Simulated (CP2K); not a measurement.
The C K edge of fluorocarbonylpyrazine was computed by TDDFT (CP2K XAS_TDP, aug-cc-pVDZ, TDA) at these levels: PBEh(45%), PBEh(45%) + GW2X and PBEh(60%). The first three lines of C2 (bonded to C, F and O) with a strength over 0.0015, energy in eV and strength:

```
run           first          second           third
  1  290.30 (0.065)  294.31 (0.004)  295.25 (0.012)
  2  283.54 (0.066)  287.55 (0.004)  288.49 (0.012)
  3  287.26 (0.078)  292.93 (0.051)  292.99 (0.015)
```

Question: Which run is which?

Run 1: PBEh(45%) + GW2X (45 % exact exchange). Run 2: PBEh(45%) (45 % exact exchange). Run 3: PBEh(60%) (60 % exact exchange). Self-interaction lifts the core level, so the uncorrected lines rise with the share of exact exchange. The GW2X run keeps the spacings of its parent: 4.01 eV between the first two lines in run 1, 4.01 eV in run 2. Its shift is +6.76 eV, since the Kohn–Sham level at this share of exchange lies that far above the quasiparticle level.

[Banner, clock and machine lines of the logs are left out without a mark of their own.]

[Logs are printed without paths, hosts, clocks, repeated set-up lines and the standing remarks that a program may print on its own settings, such as how far it seeks lower states.]

[Hosts, paths, dates, database ids (printed as entryN), source tags and the programs' standing remarks are cut or masked in the printed files.]
